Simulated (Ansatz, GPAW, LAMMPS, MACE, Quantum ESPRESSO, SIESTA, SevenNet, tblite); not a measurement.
# Glassy 39BaO-61TiO2 (mol %) (94 atoms) in GPAW

Wanted: GPAW inputs and outputs for glassy 39BaO-61TiO2 (mol %) (94 atoms), checked against a plane-wave reference.

Main program and level: GPAW 26.7.0; the method is named at each step.

## (1) The starting structure

The cell holds 94 atoms: 14 Ba, 22 Ti and 58 O. Its edges and angles: a = 11.321 Å, b = 11.321 Å, c = 11.321 Å, α = 90.0°, β = 90.0°, γ = 90.0°. 94 atoms (14 Ba, 22 Ti, 58 O) placed at random at 4.7 g/cm³, melted at 4000 K for 10 ps at fixed volume with the Morse and Coulomb pair potential with partial charges (Pedone, Malavasi, Menziani, Cormack and Segre, J. Phys. Chem. B 110, 11780 (2006)). Quenched from 4000 K to 300 K at 50 K/ps and fixed volume, held 10 ps at zero pressure, then minimised at fixed cell.

The yardstick, on the same geometry:

| Item | Value |
| --- | --- |
| method | Kohn-Sham DFT, PBE, PAW, plane waves (Ansatz 0.2.0); cutoff 420 eV, Γ point, fermi-dirac smearing of 0.05 eV; PAW set soft_2 |
| r.m.s. force component | 0.7246 eV/Å |
| longest force | 2.6 eV/Å |
| pressure | 2.931 GPa |
| gap (highest filled to lowest empty level) | 2.473 eV |
| SCF cycles | 12 |
| time | 39 s on 4 threads of Arm Neoverse V1, shared host |
| CPU time | 2.4 min |

## (2) PBE, LCAO dzp, h 0.18 Å

Method: Kohn-Sham DFT, PBE, PAW, atomic orbitals (dzp).

run.py

```python
import numpy as np
from ase.io import read
from gpaw import GPAW, FermiDirac

atoms = read("structure.xyz")
atoms.calc = GPAW(
    mode="lcao",
    basis="dzp",
    h=0.18,
    xc="PBE",
    kpts={"size": (1, 1, 1), "gamma": True},
    occupations=FermiDirac(0.05),
    maxiter=200,
    symmetry={"point_group": False},
    txt="gpaw.txt",
)
energy = atoms.get_potential_energy(force_consistent=True)
forces = atoms.get_forces()
print(f"energy {energy:.6f} eV")
print("forces (eV/A)")
for i, (a, f) in enumerate(zip(atoms, forces)):
    print(f"{i:4d} {a.symbol:2s} {f[0]:10.5f} {f[1]:10.5f} {f[2]:10.5f}")
print(f"Fermi level {atoms.calc.get_fermi_level():.4f} eV")
for k in range(len(atoms.calc.get_ibz_k_points())):
    for s in range(atoms.calc.get_number_of_spins()):
        e = atoms.calc.get_eigenvalues(kpt=k, spin=s)
        n = np.searchsorted(e, atoms.calc.get_fermi_level())
        print(f"k {k} spin {s} levels about the Fermi level:", np.round(e[max(n - 6, 0):n], 4).tolist(), "|", np.round(e[n:n + 6], 4).tolist())
```

structure.xyz

```xyz
94
Lattice="11.32140 0.00000 0.00000 0.00000 11.32140 0.00000 0.00000 0.00000 11.32140" Properties=species:S:1:pos:R:3 pbc="T T T"
Ba 5.14897 1.91785 10.63849
Ba 3.14859 4.56083 4.03393
Ba 3.34740 7.78007 9.45665
Ba 9.10388 7.90732 2.50135
Ba 1.30672 8.72031 2.87111
Ba 1.05753 10.22855 0.08729
Ba 10.88938 7.05119 9.60100
Ba 7.34623 2.45255 2.67502
Ba 9.55515 2.48912 6.75899
Ba 7.56349 10.60679 7.86917
Ba 4.45757 7.90981 3.00617
Ba 3.77444 10.90183 7.16611
Ba 7.32461 4.63634 8.86047
Ba 1.40385 1.12422 5.00723
Ti 1.91785 2.14982 1.43091
Ti 10.03597 3.11225 11.06961
Ti 3.21177 5.26841 0.30511
Ti 5.65730 2.47984 6.03623
Ti 1.53880 2.19646 9.33846
Ti 0.38436 5.82701 1.17426
Ti 7.25045 7.85139 9.82267
Ti 4.80514 9.97279 0.02808
Ti 10.16447 0.53811 2.62521
Ti 7.16237 5.39759 4.56581
Ti 4.01095 4.42021 8.17609
Ti 0.04585 10.54419 8.23326
Ti 4.29013 0.26945 3.04591
Ti 8.93734 10.70235 10.91168
Ti 1.99245 7.87471 6.20866
Ti 6.50947 5.52892 1.00194
Ti 7.16260 10.37889 4.24303
Ti 5.43529 7.60572 6.58407
Ti 10.36497 9.70957 5.54307
Ti 0.82658 4.81805 6.92938
Ti 9.37933 7.06455 6.79058
Ti 10.69453 3.95819 3.70074
O 5.80561 0.33817 3.98185
O 8.53237 9.93996 5.36261
O 8.86058 4.33813 4.28119
O 4.06133 1.83656 5.66727
O 3.36846 9.03414 0.61690
O 10.35840 5.53288 7.14980
O 10.32251 2.09050 3.84214
O 5.41061 3.31626 7.63006
O 1.60911 5.70757 10.78024
O 5.92324 8.64310 10.94553
O 1.10338 9.27913 8.93700
O 3.65296 8.22896 6.79375
O 0.63626 3.37049 8.05620
O 2.72936 4.54260 6.87300
O 3.23792 1.67444 2.74046
O 9.10558 2.96745 9.59477
O 10.18722 10.98436 9.59058
O 3.04048 3.58073 0.82963
O 4.90341 11.14705 1.38846
O 9.54292 2.06831 1.11731
[... 34 atom lines left out ...]
O 7.43080 0.20062 10.59491
O 10.62355 11.23796 6.70091
O 4.10457 5.14444 9.92966
O 2.14925 6.02400 1.78369
```

The run is started by

```sh
$ OMP_NUM_THREADS=1 python run.py > output.txt
```

What it wrote:

```text
energy -711.075853 eV
forces (eV/A)
   0 Ba   -0.94620    0.04037    0.19826
   1 Ba   -0.41369   -0.02827   -0.04448
   2 Ba    0.58747   -0.74353   -0.26562
   3 Ba   -0.33321   -0.09980    0.27739
   4 Ba   -0.26609   -0.40045    1.58851
   5 Ba    0.08739    1.71210   -0.90149
   6 Ba   -0.11313   -0.03365   -0.28213
   7 Ba    0.64848   -0.16876    0.17172
   8 Ba    0.17742    0.08972   -0.11447
   9 Ba    0.46226   -0.82292   -0.39119
  10 Ba    1.63386    0.21333    0.11332
  11 Ba    0.07278   -0.38575    0.01239
  12 Ba    0.25669    0.65327    0.42565
  13 Ba   -0.46275   -0.20554   -1.01727
  14 Ti   -0.92481   -0.58781   -0.56191
  15 Ti    0.01296    0.03047    0.79912
  16 Ti   -2.16593   -1.26486   -0.56910
  17 Ti   -0.36090    0.13306   -0.23532
  18 Ti    0.00958    0.25222    0.67787
  19 Ti    0.88628   -0.82862   -0.49335
  20 Ti   -0.44979    0.36833   -0.34181
  21 Ti   -0.23068   -0.78444   -0.23346
  22 Ti   -0.20504    0.89672   -0.43698
  23 Ti   -0.16884   -0.62502    0.52302
[...]
86 O     1.69799   -1.47575    0.82291
  87 O    -0.01160   -1.23440   -0.46029
  88 O     0.52387   -1.20066   -0.23647
  89 O     0.12000   -0.24742   -1.16452
  90 O    -1.19137    0.77679   -0.30239
  91 O    -0.66150    2.32806   -1.12157
  92 O     0.66887    0.17216   -0.46688
  93 O     1.06388    0.72605    2.12084
Fermi level 6.3382 eV
k 0 spin 0 levels about the Fermi level: [4.8652, 4.9076, 4.9259, 4.9649, 5.1183, 5.166] | [7.5284, 7.6205, 7.6923, 7.7339, 7.7434, 7.8751]
```

gpaw.txt:

```text
Input parameters:
  mode=LCAO(),
  basis={'default': 'dzp'},
  h=0.18,
  kpts=MonkhorstPack(size=(1, 1, 1), gamma=True),
  maxiter=200,
  occupations=Occupations(name='fermi-dirac', width=0.05, fixmagmom=False),
  symmetry=Symmetry(point_group=False),
  xc=XC(name='PBE')
Unit cell  # Å
| periodic |         x |         y |         z |   lengths |    angles |
|----------|-----------|-----------|-----------|-----------|-----------|
|      yes | 11.321400 |  0.000000 |  0.000000 | 11.321400 | 90.000000 |
|      yes |  0.000000 | 11.321400 |  0.000000 | 11.321400 | 90.000000 |
|      yes |  0.000000 |  0.000000 | 11.321400 | 11.321400 | 90.000000 |
Number of symmetries: 1
Symmetry operations  # r_c * U_cc + t_c -> r_c
|   | kind |            matrix            |
|---|------|------------------------------|
| 0 |  E   |  1, 0, 0,  0, 1, 0,  0, 0, 1 |
BZ-sampling:
  Number of BZ points: 1
  Number of IBZ points: 1
  Monkhorst-Pack size: [1, 1, 1]
  Monkhorst-Pack shift: [0, 0, 0]
[... lines left out ...]
  Fermi-Dirac:
    width: 0.0500  # eV
FastPoissonSolver using
    Stencil: 6*3+1=19 point O(h^6) finite-difference Laplacian
xc functional:
  name: PBE with 2 nearest neighbor stencil
interpolation: tri-quintic # 5. degree polynomial
Initialization done in: 22.954 s
convergence criteria:
- Maximum [total energy] change in last 3 cyles: 0.0005 eV / valence electron
- Maximum integral of absolute [dens]ity change: 0.0001 electrons / valence electron
- Maximum integral of absolute [eigenst]ate change: 4e-08 eV^2 / valence electron
maximum number of iterations: 200
SCF iterations
|iter     |      energy | eigst |  dens |
|---------|-------------|-------|-------|
|iter:   1| -810.809865 |      c|       |
|iter:   2| -777.551054 |      c| -0.87 |
|iter:   3| -715.751192 |      c| -0.93 |
|iter:   4| -712.140491 |      c| -1.41 |
|iter:   5| -711.046443 |      c| -1.62 |
|iter:   6| -711.154963 |      c| -1.88 |
|iter:   7| -711.091965c|      c| -2.20 |
|iter:   8| -711.077726c|      c| -2.78 |
|iter:   9| -711.076815c|      c| -3.04 |
|iter:  10| -711.075963c|      c| -3.36 |
|iter:  11| -711.075860c|      c| -3.73 |
|iter:  12| -711.075853c|      c| -4.09c|
Converged in 12 steps
SCF loop duration: 949.800 s (79.150 s/step)
Energy contributions relative to reference atoms: (reference = -3727187.542817)
Energy contributions:
  Kinetic:         965.272620
  Coulomb:       -1003.875885
  Zero:             16.243929
  External:          0.000000
  Xc:             -688.716518
  Entropy:          -0.000000
  Spinorbit:         0.000000
  ----------------------------
  Free energy:    -711.075853
  Extrapolated:   -711.075853
dipole moment: (-2.035369, 49.364539, -28.189366)  # |e|*Ang
Fermi level: 6.338
Eigenvalues  # (at kpt = [0.000, 0.000, 0.000])
| band index |      eig [eV] | occ [0-2] |
|------------|---------------|-----------|
|          0 |       -51.818 |     2.000 |
|        ... |               |           |
|        368 |         4.764 |     2.000 |
|        369 |         4.828 |     2.000 |
[...]
|        383 |         7.936 |     0.000 |
|        ... |               |           |
|        455 |        10.121 |     0.000 |
Gap: 2.362 eV
Transition (v -> c):
  (s=0, k=0, n=375, [0.00, 0.00, 0.00]) -> (s=0, k=0, n=376, [0.00, 0.00, 0.00])
No difference between direct/indirect transitions
Force computation time: 199.809  # s
timing:  # [seconds]
  Total:  1172.599  # ━━━━━━━━━━━━━━━━━━━━━━━━━━━━━━━━━━━━━━━━━━━━━━━━━━━━━━━
  Init:     22.953  # ━
  SCF:     949.800  # ━━━━━━━━━━━━━━━━━━━━━━━━━━━━━━━━━━━━━━━━━━━━╸
  Forces:  199.809  # ━━━━━━━━━╸
```

Wall time 20 min (1 thread of Arm Neoverse V1, shared host); peak memory 2.9 GiB.

Banners, paths, timers and routine set-up lines are dropped from the logs unmarked, and long logs keep their key lines alone; longer cuts are marked.

Compared with the plane-wave run:

```yaml
r_m_s_force_component: 0.8401 eV/Å
r_m_s_difference_of_force_components: 158.1 meV/Å
longest_difference_of_force_vectors: 506.4 meV/Å
force_difference_over_r_m_s_force: 21.82 %
slope_of_forces_against_the_reference_s: 1.148
correlation_of_force_components: 0.9904
spacing_of_highest_filled_and_lowest_empty_level: 2.362 eV
gap_difference: -0.1105 eV
```

Length of the force difference by element (eV/Å):

```csv
element,atoms,mean,most
Ba,14,0.11,0.18
O,58,0.31,0.51
Ti,22,0.17,0.25
```

Levels nearest the highest filled one (eV from it): -0.30, -0.26, -0.24, -0.20, -0.05, 0.00, 2.36, 2.45, 2.53, 2.57, 2.58, 2.71.

A closer look about Ba13, one of the 14 Ba atoms: 10 atoms, nearest first, numbered in the order of the input, with positions taken from that point.

```csv
atom,x,y,z,distance (Å),bonds,Fx,Fy,Fz (eV/Å)
Ba13,0.00,0.00,0.00,0.00,9,0.26,0.65,0.43
O52,1.78,-1.67,0.73,2.55,3,-1.41,-0.01,-2.31
O44,-1.91,-1.32,-1.23,2.63,4,0.78,-0.12,1.74
O62,1.13,2.36,-0.34,2.64,4,-0.04,-0.53,0.45
O69,-0.02,1.77,2.14,2.78,4,1.28,0.12,-1.29
O59,-2.33,1.33,-1.29,2.98,4,0.10,0.01,0.21
O88,-0.70,-0.80,3.00,3.18,4,-0.01,-1.23,-0.46
Ti21,-0.07,3.22,0.96,3.36,5,-0.45,0.37,-0.34
Ti25,-3.31,-0.22,-0.68,3.39,5,-0.39,1.64,-0.57
O93,-3.22,0.51,1.07,3.43,5,0.67,0.17,-0.47
```

Atoms are counted from 1 here, from 0 in the log.

Forces lie 22 % from the reference's, at 8.0 times its CPU time (on 1 against 4 cores).

## (3) PBE, LCAO dzp, h 0.18 Å, other mixer settings

Method: Kohn-Sham DFT, PBE, PAW, atomic orbitals (dzp).

run.py, as its differences from that of step 2:

```diff
@@ -2,3 +2,4 @@
 from ase.io import read
-from gpaw import GPAW, FermiDirac
+from gpaw import GPAW, FermiDirac, Mixer
+from ase.parallel import parprint as print
 
@@ -12,2 +13,3 @@
     occupations=FermiDirac(0.05),
+    mixer=Mixer(0.1, 5, 50),
     maxiter=200,
```

structure.xyz is that of step 2.

The run is started by

```sh
$ OMP_NUM_THREADS=1 mpirun -np 2 gpaw python run.py > output.txt
```

What it wrote:

```text
energy -711.075850 eV
forces (eV/A)
   0 Ba   -0.94804    0.04159    0.20224
   1 Ba   -0.41173   -0.03079   -0.04071
   2 Ba    0.58860   -0.74733   -0.26708
   3 Ba   -0.33684   -0.09995    0.27768
   4 Ba   -0.26848   -0.39720    1.59097
   5 Ba    0.08535    1.72034   -0.90473
[...]
91 O    -0.66246    2.33085   -1.12123
  92 O     0.66928    0.17398   -0.46585
  93 O     1.06450    0.72415    2.12139
Fermi level 6.3591 eV
k 0 spin 0 levels about the Fermi level: [4.8653, 4.9076, 4.9259, 4.9649, 5.1186, 5.166] | [7.5281, 7.6207, 7.6923, 7.7335, 7.7436, 7.875]
```

gpaw.txt:

```text
Input parameters:
  mode=LCAO(),
  basis={'default': 'dzp'},
  h=0.18,
  kpts=MonkhorstPack(size=(1, 1, 1), gamma=True),
  maxiter=200,
[... lines left out ...]
  occupations=Occupations(name='fermi-dirac', width=0.05, fixmagmom=False),
[... lines left out ...]
  Fermi-Dirac:
[... lines left out ...]
convergence criteria:
- Maximum [total energy] change in last 3 cyles: 0.0005 eV / valence electron
[... lines left out ...]
Converged in 15 steps
[... lines left out ...]
  Free energy:    -711.075850
[... lines left out ...]
Fermi level: 6.359
[... lines left out ...]
|        ... |               |           |
|        368 |         4.764 |     2.000 |
|        369 |         4.828 |     2.000 |
[...]
|        383 |         7.936 |     0.000 |
|        ... |               |           |
|        455 |        10.121 |     0.000 |
Gap: 2.362 eV
Transition (v -> c):
  (s=0, k=0, n=375, [0.00, 0.00, 0.00]) -> (s=0, k=0, n=376, [0.00, 0.00, 0.00])
No difference between direct/indirect transitions
Force computation time: 105.003  # s
```

The job ended after 13 min (2 MPI ranks; peak memory 3.3 GiB).

Against the reference:

```
r.m.s. force component                           : 0.8407 eV/Å
r.m.s. difference of force components            : 158.8 meV/Å
longest difference of force vectors              : 506.8 meV/Å
force difference over r.m.s. force               : 21.92 %
slope of forces against the reference's          : 1.149
correlation of force components                  : 0.9904
gap (highest filled to lowest empty level) : 2.362 eV
gap difference                                   : -0.1108 eV
energy less the same-level run's                 : 0 meV/atom
r.m.s. force difference from the same-level run  : 1.863 meV/Å
```

Against the first run (22 %), the force difference from the reference is 22 %, at 1.3 times the CPU time (on 2 against 1 cores): another solver or mixer reaches the same state.

## (4) PBE, LCAO dzp, h 0.22 Å

Method: Kohn-Sham DFT, PBE, PAW, atomic orbitals (dzp).

run.py, as its differences from that of step 3:

```diff
@@ -2,4 +2,3 @@
 from ase.io import read
-from gpaw import GPAW, FermiDirac, Mixer
-from ase.parallel import parprint as print
+from gpaw import GPAW, FermiDirac
 
@@ -9,3 +8,3 @@
     basis="dzp",
-    h=0.18,
+    h=0.22,
     xc="PBE",
@@ -13,3 +12,2 @@
     occupations=FermiDirac(0.05),
-    mixer=Mixer(0.1, 5, 50),
     maxiter=200,
```

structure.xyz is that of step 3.

The run is started by

```sh
$ OMP_NUM_THREADS=1 python run.py > output.txt
```

What it wrote:

```text
energy -696.431382 eV
forces (eV/A)
   0 Ba   -0.93588    0.04113    0.18982
   1 Ba   -0.39904   -0.01117   -0.05602
   2 Ba    0.58268   -0.73342   -0.27960
   3 Ba   -0.33047   -0.11306    0.26242
   4 Ba   -0.26323   -0.40485    1.59166
   5 Ba    0.09088    1.71463   -0.89337
   6 Ba   -0.11785   -0.01812   -0.29206
   7 Ba    0.64327   -0.15559    0.18352
   8 Ba    0.18195    0.09386   -0.11627
   9 Ba    0.46360   -0.81741   -0.40506
  10 Ba    1.61586    0.19920    0.11259
  11 Ba    0.06368   -0.39306    0.01265
[...]
89 O     0.02558   -0.31759   -1.28773
  90 O    -1.05978    0.73943   -0.54218
  91 O    -0.88437    2.18411   -1.43096
  92 O     0.49643   -0.03442   -0.61526
  93 O     0.94366    0.53422    2.36026
Fermi level 6.3432 eV
k 0 spin 0 levels about the Fermi level: [4.8707, 4.9139, 4.9312, 4.9696, 5.1215, 5.1712] | [7.5335, 7.6251, 7.6965, 7.7389, 7.748, 7.8803]
```

gpaw.txt:

```text
Input parameters:
  mode=LCAO(),
  basis={'default': 'dzp'},
  h=0.22,
  kpts=MonkhorstPack(size=(1, 1, 1), gamma=True),
  maxiter=200,
  occupations=Occupations(name='fermi-dirac', width=0.05, fixmagmom=False),
  symmetry=Symmetry(point_group=False),
  xc=XC(name='PBE')
[... lines left out ...]
  Fermi-Dirac:
[... lines left out ...]
convergence criteria:
- Maximum [total energy] change in last 3 cyles: 0.0005 eV / valence electron
[... lines left out ...]
Converged in 12 steps
[... lines left out ...]
  Free energy:    -696.431382
[... lines left out ...]
Fermi level: 6.343
[... lines left out ...]
|          0 |       -51.814 |     2.000 |
|        ... |               |           |
|        368 |         4.769 |     2.000 |
|        369 |         4.833 |     2.000 |
[...]
|        383 |         7.941 |     0.000 |
|        ... |               |           |
|        455 |        10.125 |     0.000 |
Gap: 2.362 eV
Transition (v -> c):
  (s=0, k=0, n=375, [0.00, 0.00, 0.00]) -> (s=0, k=0, n=376, [0.00, 0.00, 0.00])
No difference between direct/indirect transitions
Force computation time: 123.879  # s
timing:  # [seconds]
  Total:  688.290  # ━━━━━━━━━━━━━━━━━━━━━━━━━━━━━━━━━━━━━━━━━━━━━━━━━━━━━━━━
  Init:    19.119  # ━╸
  SCF:    545.252  # ━━━━━━━━━━━━━━━━━━━━━━━━━━━━━━━━━━━━━━━━━━━━╸
  Forces: 123.880  # ━━━━━━━━━━
```

It took 11 min on 1 thread; peak memory 1.7 GiB.

Compared with the plane-wave run:

```
r.m.s. force component                           : 0.8716 eV/Å
r.m.s. difference of force components            : 219.8 meV/Å
longest difference of force vectors              : 756.6 meV/Å
force difference over r.m.s. force               : 30.33 %
slope of forces against the reference's          : 1.177
correlation of force components                  : 0.9791
gap (highest filled to lowest empty level) : 2.362 eV
gap difference                                   : -0.1106 eV
energy less the same-level run's                 : 155.8 meV/atom
r.m.s. force difference from the same-level run  : 125.7 meV/Å
```

This is a coarse setting, run to see what it loses.

Against the first run (22 %), the force difference from the reference is 30 %, at 0.59 times the CPU time: the grid matters here.

The difference per atom is largest on O (0.44 eV/Å on average, against 0.17 on Ti). The forces add up to 3.6 eV/Å instead of zero, usually a sign of too coarse a grid.

## (5) All runs compared

Differences are against the plane-wave reference, forces as r.m.s. over components; share is that over the reference's r.m.s. force, slope the least-squares factor from reference forces to these. Total energies of different programs have different zeros and aren't compared.

```csv
run,"Δ force, r.m.s. (meV/Å)",share (%),slope,Δ gap (eV),cores,CPU time,memory (GiB)
reference,-,-,-,-,4,2.4 min,2.2
"GPAW PBE, LCAO dzp, h 0.18 Å",158,21.8,1.148,-0.111,1,20 min,2.9
"GPAW PBE, LCAO dzp, h 0.18 Å, other mixer settings",159,21.9,1.149,-0.111,2,25 min,3.3
"GPAW PBE, LCAO dzp, h 0.22 Å (coarse)",220,30.3,1.177,-0.111,1,11 min,1.7
```

Rows marked coarse were listed beforehand as settings not expected to be converged; some can still land near the reference.

CPU time is summed over cores on a shared host, where runs went side by side, so it is rough. Symmetry, cutoffs, thresholds, outputs and thread counts weren't matched or tuned between programs; memory under MPI is the largest rank's times the ranks.

Within one program, basis, potentials and functional, energies share a zero. Each run against its twin at the usual cutoff or grid and solver:

```csv
run,twin,Δ energy (meV/atom),"Δ force, r.m.s. (meV/Å)",CPU time over the twin's
"GPAW PBE, LCAO dzp, h 0.18 Å, other mixer settings","LCAO dzp, h 0.18 Å",0,1.86,1.3 (this twin ran on 1 cores)
"GPAW PBE, LCAO dzp, h 0.22 Å","LCAO dzp, h 0.18 Å",156,126,0.59
```

Further runs of this program without a result: GPAW PBE, LCAO sz(dzp), h 0.18 Å (cut off at its time limit).

## (6) Outcome

```yaml
nearest_in_forces: a tie at 22 % of 2 runs: GPAW PBE, LCAO dzp, h 0.18 Å; GPAW PBE, LCAO dzp, h 0.18 Å, other mixer settings
```

The PBE runs in local orbitals, coarse settings apart, differ by 22 % in each run; basis, grid and potentials can all enter. Runs with settings chosen to be coarse differ by 30 % (GPAW PBE, LCAO dzp, h 0.22 Å), their programs' other errors included. None of the electronic-structure runs in the table takes under half the reference's CPU time of 2.4 min; they take 4.7 to 10 times as much. GPAW PBE, LCAO dzp, h 0.22 Å stiffens the forces by a factor of 1.18 while following their directions (correlation 0.979); the slopes of the 3 GPAW runs lie between 1.15 and 1.18; the difference isn't even, but is largest on one element. At the same functional, the gap of these runs lies 0.11 eV below the reference's 2.47 eV. The quench rate of 50 K/ps is many orders above laboratory rates, so the cell is likely richer in defects and strain than a real sample. The network of bonds at the start is that of the classical potential that made the cell, and needn't be the one that DFT or experiment would give. The reference's pressure of 2.9 GPa belongs to a cell and atoms that aren't relaxed at this level. The electronic-structure runs sample only Γ, in a cell whose shortest periodic width is 11 Å. Spin–orbit coupling is left out, which matters for the levels of the heavy elements.

[Also dropped from logs without a mark: logging warnings of Python, and SIESTA's first energy breakdown and zero terms.]

[Logs are printed without paths, hosts, clocks, repeated set-up lines and the standing remarks that a program may print on its own settings, such as how far it seeks lower states.]

[Hosts, paths, dates, database ids (printed as entryN), source tags and the programs' standing remarks are cut or masked in the printed files.]
